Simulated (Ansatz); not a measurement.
# Work function of V(100): what the settings cost and change

How thick a slab and how much vacuum does the work function of V(100) need?

Method: plane-wave DFT, PBE, Ansatz PAW, in Ansatz 0.2.0.

**1. Starting point**

The cell holds 1 atom: 1 V. Its edges and angles: a = 3.020 Å, b = 3.020 Å, c = 18.000 Å, α = 90.0°, β = 90.0°, γ = 90.0°. Vacuum lies along c.

Structure file:

```cif
data_structure
_symmetry_space_group_name_H-M 'P 1'
_symmetry_Int_Tables_number 1
_cell_length_a 3.0200
_cell_length_b 3.0200
_cell_length_c 18.0000
_cell_angle_alpha 90.000
_cell_angle_beta 90.000
_cell_angle_gamma 90.000
_cell_volume 164.17
loop_
_atom_site_label
_atom_site_type_symbol
_atom_site_fract_x
_atom_site_fract_y
_atom_site_fract_z
_atom_site_occupancy
V1 V 0.50000 0.50000 0.50000 1
```

**2. Slab, setting 1 layer**

A work function rests on the faint tail of the density, so the SCF threshold is tight. The slab grows from one layer, at fixed mesh and 18 Å of vacuum; then the vacuum is varied on one slab.

File input.yaml:

```yaml
crystal:
  lattice:
    - [3.02, 0.0, 0.0]
    - [0.0, 3.02, 0.0]
    - [0.0, 0.0, 18.0]
  atoms:
    - { symbol: V, position: [0.5, 0.5, 0.5] }
kpoints:
  mp_grid: { grid: [14, 14, 1] }
hamiltonian:
  xc: pbe
scf:
  occupations: { method: fermi_dirac, width: 0.1 }
  convergence: { dr2_threshold: 1.0e-09 }
efield:
  axis: 3
  dipole_correction: true
  ramp_position: 0.97
  ramp_width: 0.06
output:
  write_potential: true
  write_density: true
  volumetric_format: npy
  elf: true
```

The run is started by

```console
$ ansatz run input.yaml --threads 2 --pin off --max-ram 3072MiB --backend cpu --events-out ev --progress --plain --runs-dir out
```

Numbers of over 12 decimals in the logs are rounded to 6 here.

What it wrote:

```text
Engine: ansatz 0.2.0, x86_64-unknown-linux-gnu
Pseudopotentials: kind: paw
Pseudopotential: V, paw, valence charge 13, recommended cutoff 420 eV (normal), V.paw.azcp
Functional definition: PBE
  parameter kappa = 0.804
  parameter beta = 0.066725
  exchange = pbe_x(kappa = kappa, mu = beta*pi^2/3)
  correlation = pbe_c(beta = beta)
Crystal: 1 atoms, lattice volume = 164.167 Å³
Basis set: ecut = 420 eV, 3165 PW (Γ)
Bands: 11, of which v1, the nominal top of the filled ones, is band 7 counted from 1 (6 counted from 0)
Symmetry: 8 space group operations
k-points: 36 of 196
Non-local potential: V, projectors of the file, l = 0: 3, l = 1: 2, l = 2: 3, l = 3: 1
PAW form: soft (Blöchl's): semilocal exchange-correlation on the pseudo side does not see the compensation charge
PAW one-centre angular grid: V, 590 points (default); XC on 64 Gauss nodes
Initial density: superposition of atomic densities (neutral atoms: chi_scale 0, normalization atom), corrected by the library's trained network
Initial wavefunctions: pseudopotential atomic-orbital guess
Functional: x = pbe(κ = 0.804, μ = 0.219515), c = pbe(β = 0.066725)
SCF iter   1: F=—  HF=-2908.431600 eV  |F-HF|=—  |Δ(HF+E_count)|=         —  Δρ=1.27e-3  dr2=3.70e-3  ethr=1.77e-3  p=0.000 e·Å  D=4.56e-15 V/Å  ΔV_dip=-0.00 eV  dr2_dipole=2.90e-13  V_vac-E_F(+/−)=4.19/4.19 eV  ⟨swp⟩=4.9  Hψ=2315  notcnv=0
efield: sawtooth ramp at fractional position 0.9700 (set: `efield.ramp_position`, or a place that a band, a saddle search or an elastic batch's reference lends), width 0.0600; the density the first Hamiltonian is built on has a dipole p = 0.000 e·Å; the dipole correction subtracts the counter field D = 4.56e-15 V/Å, which shifts the + side's vacuum level by -0.00 eV against the − side's; the planar-averaged density in the ramp window peaks in size at 3.3e-5 e/Å³
preconditioner: auto → LDOS  [metal: Δε(μ)=0.020 eV  Ē_g=2.193 eV  σ=0.100 eV  W_gap=0.05  n_scr=10 (ndim 8)  ℏωp=6.5 eV  f_vac=0.719  D(μ)=5.66/eV (n_scr^D=42)  β→1.0]
SCF iter   2: F=—  HF=-2908.436335 eV  |F-HF|=—  |Δ(HF+E_count)|=   4.74e-3  Δρ=1.10e-3  dr2=1.06e-3  ethr=2.85e-5  p=-0.000 e·Å  D=-1.46e-7 V/Å  ΔV_dip=0.00 eV  dr2_dipole=1.09e-12  V_vac-E_F(+/−)=4.22/4.22 eV  ⟨swp⟩=2.2  Hψ=907  notcnv=0
SCF iter   3: F=—  HF=-2908.436665 eV  |F-HF|=—  |Δ(HF+E_count)|=   3.30e-4  Δρ=6.79e-4  dr2=4.89e-4  ethr=8.14e-6  p=-0.000 e·Å  D=-1.50e-7 V/Å  ΔV_dip=0.00 eV  dr2_dipole=3.75e-14  V_vac-E_F(+/−)=4.19/4.19 eV  ⟨swp⟩=2.6  Hψ=636  notcnv=0
SCF iter   4: F=—  HF=-2908.436609 eV  |F-HF|=—  |Δ(HF+E_count)|=   5.58e-5  Δρ=2.84e-4  dr2=1.11e-4  ethr=3.76e-6  p=-0.000 e·Å  D=-1.20e-7 V/Å  ΔV_dip=0.00 eV  dr2_dipole=1.59e-13  V_vac-E_F(+/−)=4.18/4.18 eV  ⟨swp⟩=1.0  Hψ=396  notcnv=0
SCF iter   5: F=—  HF=-2908.436619 eV  |F-HF|=—  |Δ(HF+E_count)|=   1.03e-5  Δρ=6.88e-5  dr2=6.67e-6  ethr=8.53e-7  p=-0.000 e·Å  D=-6.77e-8 V/Å  ΔV_dip=0.00 eV  dr2_dipole=3.19e-14  V_vac-E_F(+/−)=4.17/4.17 eV  ⟨swp⟩=2.1  Hψ=468  notcnv=0
SCF iter   6: F=—  HF=-2908.436619 eV  |F-HF|=—  |Δ(HF+E_count)|=   7.22e-7  Δρ=1.50e-5  dr2=3.72e-7  ethr=5.13e-8  p=-0.000 e·Å  D=-3.78e-8 V/Å  ΔV_dip=0.00 eV  dr2_dipole=2.10e-14  V_vac-E_F(+/−)=4.17/4.17 eV  ⟨swp⟩=1.6  Hψ=463  notcnv=0
SCF iter   7: F=—  HF=-2908.436613 eV  |F-HF|=—  |Δ(HF+E_count)|=   5.58e-6  Δρ=3.57e-6  dr2=3.46e-8  ethr=2.86e-9  p=-0.000 e·Å  D=-1.09e-8 V/Å  ΔV_dip=0.00 eV  dr2_dipole=3.09e-17  V_vac-E_F(+/−)=4.17/4.17 eV  ⟨swp⟩=2.2  Hψ=493  notcnv=0
SCF iter   8: F=—  HF=-2908.436613 eV  |F-HF|=—  |Δ(HF+E_count)|=   2.02e-9  Δρ=6.47e-7  dr2=1.37e-9  ethr=2.66e-10  p=-0.000 e·Å  D=-6.81e-9 V/Å  ΔV_dip=0.00 eV  dr2_dipole=3.85e-15  V_vac-E_F(+/−)=4.17/4.17 eV  ⟨swp⟩=2.1  Hψ=469  notcnv=0
SCF iter   9: F=-2908.436613 eV  HF=-2908.436613 eV  |F-HF|=4.41e-10  |Δ(HF+E_count)|=   2.93e-9  Δρ=1.25e-7  dr2=2.34e-11  ethr=7.69e-12  p=0.000 e·Å  D=4.04e-9 V/Å  ΔV_dip=-0.00 eV  dr2_dipole=8.13e-15  V_vac-E_F(+/−)=4.16/4.16 eV  ⟨swp⟩=2.2  Hψ=856  notcnv=0
SCF 1 converged in 9 iterations: F = -2908.436613 eV  dr2 = 2.34e-11
  greatest PAW one-centre occupation: 0.999 electrons in one spin orbital (limit 2), on the V atom at site 0 (counted from 0), in its partial waves of l = 0
WARN: The output density's exchange-correlation potential varies sharply where the density is thin. Do not read a vacuum level from v_tot or v_xc, or from such a field of the output density. On a cell that repeats whose density bears no net charge and no dipole along the vacuum's axis use v_es (v_loc + v_h of the components); under efield.dipole_correction with no amplitude use v_es + v_field, which holds any externa [...]
SCF converged after 9 iterations
Free energy (F): -2908.436613 eV
Harris-Foulkes:  -2908.436613 eV  (|F-HF|=4.41e-10)
Internal energy: -2908.254050 eV  (E = F + TS)
E sigma→0 (E₀):  -2908.345331 eV
Entropy (-TS):   -0.182563 eV (-182.563 meV/atom)
Fermi energy:    -2.233246 eV
Dipole field:    D = -0.000000 V/Å  (p = -0.000000 e·Å, saw-weighted, corrected)
Work function:   Φ+ = 4.1650 eV   Φ− = 4.1650 eV
Levels:          The Fermi level and band energies are counted from a zero that moves with the ramp; work functions are not
--- Per-component energies (eV) ---
  E_band       = -391.056263
  E_kinetic    = 326.612690
  E_local      = -5477.892240  (includes V_loc(G=0)·N_el)
  E_nonlocal   = -40.754146
  E_hartree    = 2578.736292
  E_xc         = -124.272041
  E_vxc        = -156.944714  (∫ρ·V_xc dr)
  E_paw        = -1114.007966  (= ΣΔE_a)
  E_vpaw       = -199.550705  (= ΣTr[D̂ρ^β])
  E_aug_tail   = 0.000269  (compensation charges beyond the density's cutoff)
  E_efield     = 0.000000  (sawtooth field / dipole correction)
  E_vefield    = 0.000000  (∫n·V_field dr)
  E_ewald      = 943.323091
  E_smearing   = -0.182563  (= −TS)
  E_closure    = 0.000000  (closes the sum)
  Σ components = -2908.436613   (vs F -2908.436613, Δ=0.00e0)
--- Band table (eV; the first three rows and the last of 36) ---
  k-point 0: bands = [... 3 lower, -40.3201, -5.6422, -3.0533, -2.4796, -1.4923, -1.3216, -1.3216, -0.6497]
  k-point 1: bands = [... 3 lower, -40.3196, -5.5459, -3.0150, -2.4513, -1.7374, -1.3160, -1.0382, -0.6913]
  k-point 2: bands = [... 3 lower, -40.3180, -5.2643, -2.9052, -2.3685, -2.0265, -1.3001, -0.8053, -0.6233]
  k-point 35: bands = [... 3 lower, -40.4437, -3.3247, -2.3709, -2.3709, -1.5293, -0.1647, 2.3737, 2.3737]
```

Wall time 5.4 s (2 threads of Intel Xeon 6975P-C (Granite Rapids), shared host); peak memory 0.48 GiB; 9.1 s of CPU time.

In the SCF lines HF is the Harris–Foulkes energy and dr2 the Hartree energy of the density residual, in eV; the loop may stop once dr2 is under the threshold and the program's other checks hold. Hψ counts applications of the Hamiltonian.

This step gave:

* energy at zero smearing: -2908.3453 eV
* work function, upper face: 4.165 eV

Running mean over 1.51 Å of the planar mean; the ramp of the sawtooth is left out. Electron's electrostatic potential energy less the Fermi level against z:

| z (Å) | electron's electrostatic potential energy less the Fermi level (eV) |
| --- | --- |
| 2.88 | 4.16 |
| 3.17 | 4.16 |
| 3.60 | 4.16 |
| 3.89 | 4.16 |
| 4.18 | 4.16 |
| 4.46 | 4.16 |
| 4.90 | 4.16 |
| 5.18 | 4.16 |
| 5.47 | 4.15 |
| 5.90 | 4.11 |
| 6.19 | 4.06 |
| 6.48 | 3.97 |
| 6.91 | 3.65 |
| 7.20 | 3.21 |
| 7.49 | 2.34 |
| 7.78 | 0.726 |
| 8.21 | -2.51 |
| 8.50 | -4.62 |
| 8.78 | -6.22 |
| 9.22 | -6.22 |
| 9.50 | -4.62 |
| 9.79 | -2.51 |
| 10.22 | 0.726 |
| 10.51 | 2.34 |
| 10.80 | 3.21 |
| 11.09 | 3.65 |
| 11.52 | 3.97 |
| 11.81 | 4.06 |
| 12.10 | 4.11 |
| 12.53 | 4.15 |
| 12.82 | 4.16 |
| 13.10 | 4.16 |
| 13.54 | 4.16 |
| 13.82 | 4.16 |
| 14.11 | 4.16 |
| 14.40 | 4.16 |
| 14.83 | 4.16 |
| 15.12 | 4.16 |

Electrostatic potential energy in the ca plane at fractional y = 0.500, with atoms of V within 0.2 Å of it. With pseudopotentials it is smooth inside the atoms' cores, unlike the true potential.

Ten even steps from '0' (-28 eV) to '9' (2 eV), each cell a mean:
```
99999999999999999999887899999999999999999999
99999999999999999998632579999999999999999999
99999999999999999987200058999999999999999999
99999999999999999986001027999999999999999999
99999999999999999986000038999999999999999999
99999999999999999997400168999999999999999999
99999999999999999999866789999999999999999999
99999999999999999999988899999999999999999999
```
Columns run along c (18.0 Å; values clipped at the 3rd and 97th percentile), rows up along a (3.0 Å). Atoms in or near the plane, at fractional coordinates: V at (0.50, 0.50).

ELF in the ca plane at fractional y = 0.500, with atoms of V within 0.2 Å of it. It is the smooth field of the valence electrons, not physical close to the nuclei.

Ten even steps from '0' (0.00) to '9' (0.75), each cell a mean:
```
00000000000000001245433455320000000000000000
00000000000000000122244322210000000000000000
00000000000000000000499710000000000000000000
00000000000000000000599820000000000000000000
00000000000000000000599810000000000000000000
00000000000000000111377511100000000000000000
00000000000000001233322233210000000000000000
00000000000000001356654566420000000000000000
```
Columns run along c (18.0 Å), rows up along a (3.0 Å). Atoms in or near the plane, at fractional coordinates: V at (0.50, 0.50).

Valence density in the ca plane at fractional y = 0.500, with atoms of V within 0.2 Å of it. It is the smooth field of the valence electrons, not physical close to the nuclei.

Ten steps, logarithmic in the rise over the least value, from '0' (0 e/Å³) to '9' (14 e/Å³), each cell a mean:
```
00000000000000000000111110000000000000000000
00000000000000000000234210000000000000000000
00000000000000000001478620000000000000000000
00000000000000000001599730000000000000000000
00000000000000000001589720000000000000000000
00000000000000000001356410000000000000000000
00000000000000000000122210000000000000000000
00000000000000000000111110000000000000000000
```
Columns run along c (18.0 Å), rows up along a (3.0 Å). Atoms in or near the plane, at fractional coordinates: V at (0.50, 0.50).

The work function is 4.165 eV.

**3. Slab, 2 atoms**

System of this step: V(100). The cell holds 2 atoms: 2 V. Cell: a = 3.020 Å, b = 3.020 Å, c = 19.510 Å, α = 90.0°, β = 90.0°, γ = 90.0°. Vacuum lies along c.

input.yaml, the sections that differ from step 2:

```yaml
crystal:
  lattice:
    - [3.02, 0.0, 0.0]
    - [0.0, 3.02, 0.0]
    - [0.0, 0.0, 19.51]
  atoms:
    - { symbol: V, position: [0.5, 0.5, 0.4613018965] }
    - { symbol: V, position: [0.0, 0.0, 0.5386981035] }
output:
  write_potential: true
  write_density: true
  volumetric_format: npy
# kpoints, hamiltonian, scf, efield: as in step 2
```

What it wrote:

```text
[...]
Crystal: 2 atoms, lattice volume = 177.939 Å³
Basis set: ecut = 420 eV, 3417 PW (Γ)
Bands: 17, of which v1, the nominal top of the filled ones, is band 13 counted from 1 (12 counted from 0)
Symmetry: 8 space group operations
k-points: 36 of 196
[...]
k-point 1: bands = [... 9 lower, -3.1067, -2.6582, -0.9392, -0.3860, -0.3051, -0.2925, -0.1284, 0.0354, ... 4 higher]
  k-point 2: bands = [... 9 lower, -2.9903, -2.5112, -0.9199, -0.5106, -0.4372, -0.1757, -0.0813, 0.0264, ... 4 higher]
  k-point 35: bands = [... 9 lower, -2.5071, -1.9408, -1.9408, 0.0771, 0.0771, 0.9043, 0.9043, 1.5597, ... 4 higher]
[key lines of the parts left out:]
SCF converged after 10 iterations
Free energy (F): -5821.582831 eV
Fermi energy:    -0.576485 eV
Dipole field:    D = 0.000001 V/Å  (p = 0.000001 e·Å, saw-weighted, corrected)
Work function:   Φ+ = 3.9361 eV   Φ− = 3.9361 eV
```

Run time: 10 s. Hardware: 2 threads; peak memory 0.49 GiB.

The work function is 3.936 eV, -0.229 eV from the run “1 layer”, at 2.1 times its CPU time.

**4. Slab, 3 atoms**

System of this step: V(100). The cell holds 3 atoms: 3 V. Its edges and angles: a = 3.020 Å, b = 3.020 Å, c = 21.020 Å, α = 90.0°, β = 90.0°, γ = 90.0°. Vacuum lies along c.

input.yaml, the sections that differ from step 3:

```yaml
crystal:
  lattice:
    - [3.02, 0.0, 0.0]
    - [0.0, 3.02, 0.0]
    - [0.0, 0.0, 21.02]
  atoms:
    - { symbol: V, position: [0.0, 0.0, 0.4281636537] }
    - { symbol: V, position: [0.5, 0.5, 0.5] }
    - { symbol: V, position: [0.0, 0.0, 0.5718363463] }
# kpoints, hamiltonian, scf, efield, output: as in step 3
```

What it wrote:

```text
[...]
Crystal: 3 atoms, lattice volume = 191.711 Å³
Basis set: ecut = 420 eV, 3703 PW (Γ)
Bands: 24, of which v1, the nominal top of the filled ones, is band 20 counted from 1 (19 counted from 0)
Symmetry: 8 space group operations
k-points: 36 of 196
[...]
k-point 0: bands = [... 16 lower, -0.1926, 0.6660, 0.7178, 0.8454, 0.8454, 1.2205, 1.3538, 1.3538, ... 4 higher]
  k-point 1: bands = [... 16 lower, -0.2010, 0.5834, 0.7340, 0.8201, 0.9044, 1.0058, 1.3958, 1.5200, ... 4 higher]
  k-point 2: bands = [... 16 lower, -0.1950, 0.4054, 0.7246, 0.7349, 0.7706, 1.0649, 1.5619, 1.6487, ... 4 higher]
  k-point 35: bands = [... 16 lower, -0.6385, -0.3037, -0.3037, 1.8890, 1.8890, 2.1203, 2.2429, 2.8604, ... 4 higher]
[key lines of the parts left out:]
SCF converged after 10 iterations
Free energy (F): -8734.173465 eV
Fermi energy:    0.734640 eV
Dipole field:    D = 0.000001 V/Å  (p = 0.000001 e·Å, saw-weighted, corrected)
Work function:   Φ+ = 3.8191 eV   Φ− = 3.8191 eV
```

It took 15 s on 2 threads; peak memory 0.53 GiB.

The work function is 3.819 eV, -0.117 eV from the run “2 layers”, at 1.4 times its CPU time.

**5. Run, 4 atoms**

System of this step: V(100). The cell holds 4 atoms: 4 V. Its edges and angles: a = 3.020 Å, b = 3.020 Å, c = 22.530 Å, α = 90.0°, β = 90.0°, γ = 90.0°. Vacuum lies along c.

input.yaml, the sections that differ from step 4:

```yaml
crystal:
  lattice:
    - [3.02, 0.0, 0.0]
    - [0.0, 3.02, 0.0]
    - [0.0, 0.0, 22.53]
  atoms:
    - { symbol: V, position: [0.5, 0.5, 0.3994673768] }
    - { symbol: V, position: [0.0, 0.0, 0.4664891256] }
    - { symbol: V, position: [0.5, 0.5, 0.5335108744] }
    - { symbol: V, position: [0.0, 0.0, 0.6005326232] }
# kpoints, hamiltonian, scf, efield, output: as in step 4
```

What it wrote:

```text
[...]
Crystal: 4 atoms, lattice volume = 205.483 Å³
Basis set: ecut = 420 eV, 3963 PW (Γ)
Bands: 32, of which v1, the nominal top of the filled ones, is band 26 counted from 1 (25 counted from 0)
Symmetry: 8 space group operations
k-points: 36 of 196
[...]
k-point 0: bands = [... 22 lower, 1.6460, 1.6791, 1.8079, 1.8809, 1.8809, 2.0596, 2.0596, 2.1341, ... 2 higher]
  k-point 1: bands = [... 22 lower, 1.5545, 1.6161, 1.7856, 1.8456, 1.8546, 1.9937, 2.1399, 2.2737, ... 2 higher]
  k-point 2: bands = [... 22 lower, 1.3539, 1.5634, 1.5963, 1.7063, 1.7512, 2.2045, 2.3197, 2.3348, ... 2 higher]
  k-point 35: bands = [... 22 lower, 0.3732, 0.3732, 1.1919, 1.1919, 3.2339, 3.2339, 3.2349, 3.2349, ... 2 higher]
[key lines of the parts left out:]
SCF converged after 11 iterations
Free energy (F): -11646.606896 eV
Fermi energy:    1.745670 eV
Dipole field:    D = 0.000000 V/Å  (p = 0.000000 e·Å, saw-weighted, corrected)
Work function:   Φ+ = 3.8560 eV   Φ− = 3.8560 eV
```

Elapsed: 18 s, on 2 threads; peak memory 0.57 GiB; 34 s of CPU time.

The work function is 3.856 eV, +0.037 eV from the run “3 layers”, at 1.3 times its CPU time.

**6. Slab, 5 atoms**

System of this step: V(100). The cell holds 5 atoms: 5 V. Cell: a = 3.020 Å, b = 3.020 Å, c = 24.040 Å, α = 90.0°, β = 90.0°, γ = 90.0°. Vacuum lies along c.

input.yaml, the sections that differ from step 5:

```yaml
crystal:
  lattice:
    - [3.02, 0.0, 0.0]
    - [0.0, 3.02, 0.0]
    - [0.0, 0.0, 24.04]
  atoms:
    - { symbol: V, position: [0.0, 0.0, 0.3743760399] }
    - { symbol: V, position: [0.5, 0.5, 0.43718802] }
    - { symbol: V, position: [0.0, 0.0, 0.5] }
    - { symbol: V, position: [0.5, 0.5, 0.56281198] }
    - { symbol: V, position: [0.0, 0.0, 0.6256239601] }
# kpoints, hamiltonian, scf, efield, output: as in step 5
```

What it wrote:

```text
[...]
Crystal: 5 atoms, lattice volume = 219.254 Å³
Basis set: ecut = 420 eV, 4241 PW (Γ)
Bands: 39, of which v1, the nominal top of the filled ones, is band 33 counted from 1 (32 counted from 0)
Symmetry: 8 space group operations
k-points: 36 of 196
[...]
k-point 0: bands = [... 29 lower, 2.6756, 2.8744, 2.8744, 2.9139, 2.9139, 3.0653, 3.2267, 3.3532, ... 2 higher]
  k-point 1: bands = [... 29 lower, 2.6581, 2.7627, 2.8138, 2.8325, 2.9861, 3.1256, 3.1371, 3.1550, ... 2 higher]
  k-point 2: bands = [... 29 lower, 2.5310, 2.6030, 2.6162, 2.7550, 2.9874, 3.0847, 3.1767, 3.2981, ... 2 higher]
  k-point 35: bands = [... 29 lower, 1.5893, 1.5893, 2.5329, 2.5329, 4.1661, 4.2113, 4.3855, 4.3855, ... 2 higher]
[key lines of the parts left out:]
SCF converged after 11 iterations
Free energy (F): -14559.122561 eV
Fermi energy:    2.647629 eV
Dipole field:    D = -0.000002 V/Å  (p = -0.000002 e·Å, saw-weighted, corrected)
Work function:   Φ+ = 3.8448 eV   Φ− = 3.8447 eV
```

It took 26 s on 2 threads; peak memory 0.64 GiB.

The work function is 3.845 eV, -0.011 eV from the run “4 layers”, at 1.4 times its CPU time.

**7. Slab, 6 atoms**

System of this step: V(100). The cell holds 6 atoms: 6 V. Its edges and angles: a = 3.020 Å, b = 3.020 Å, c = 25.550 Å, α = 90.0°, β = 90.0°, γ = 90.0°. Vacuum lies along c.

input.yaml, the sections that differ from step 6:

```yaml
crystal:
  lattice:
    - [3.02, 0.0, 0.0]
    - [0.0, 3.02, 0.0]
    - [0.0, 0.0, 25.55]
  atoms:
    - { symbol: V, position: [0.5, 0.5, 0.3522504892] }
    - { symbol: V, position: [0.0, 0.0, 0.4113502935] }
    - { symbol: V, position: [0.5, 0.5, 0.4704500978] }
    - { symbol: V, position: [0.0, 0.0, 0.5295499022] }
    - { symbol: V, position: [0.5, 0.5, 0.5886497065] }
    - { symbol: V, position: [0.0, 0.0, 0.6477495108] }
# kpoints, hamiltonian, scf, efield, output: as in step 6
```

What it wrote:

```text
[...]
Crystal: 6 atoms, lattice volume = 233.026 Å³
Basis set: ecut = 420 eV, 4477 PW (Γ)
Bands: 47, of which v1, the nominal top of the filled ones, is band 39 counted from 1 (38 counted from 0)
Symmetry: 8 space group operations
k-points: 36 of 196
[...]
k-point 0: bands = [... 35 lower, 3.4512, 3.6876, 3.6876, 3.7060, 3.7060, 3.8570, 3.9238, 3.9238, ... 4 higher]
  k-point 1: bands = [... 35 lower, 3.4245, 3.5619, 3.6548, 3.6860, 3.7472, 3.7782, 3.8859, 3.9273, ... 4 higher]
  k-point 2: bands = [... 35 lower, 3.3481, 3.3615, 3.3760, 3.6335, 3.6884, 3.7106, 3.9806, 4.0800, ... 4 higher]
  k-point 35: bands = [... 35 lower, 2.1957, 2.6780, 2.6780, 3.6392, 3.6392, 4.9826, 4.9826, 5.3238, ... 4 higher]
[key lines of the parts left out:]
SCF converged after 12 iterations
Free energy (F): -17471.569875 eV
Fermi energy:    3.444593 eV
Dipole field:    D = -0.000000 V/Å  (p = -0.000000 e·Å, saw-weighted, corrected)
Work function:   Φ+ = 3.8465 eV   Φ− = 3.8465 eV
```

Elapsed: 21 s, on 2 threads; peak memory 0.73 GiB; 41 s of CPU time.

The work function is 3.847 eV, +0.002 eV from the run “5 layers”, at 0.84 times its CPU time.

(Continued in part 2 of 2.)

[Logs are printed without paths, hosts, clocks, repeated set-up lines and the standing remarks that a program may print on its own settings, such as how far it seeks lower states.]

[Hosts, paths, dates, database ids (printed as entryN), source tags and the programs' standing remarks are cut or masked in the printed files.]

[Maps of the electrostatic potential energy from Ansatz leave out the sawtooth potential of an applied field or a dipole correction, so their vacuum need not be flat; planar profiles and work functions include it.]
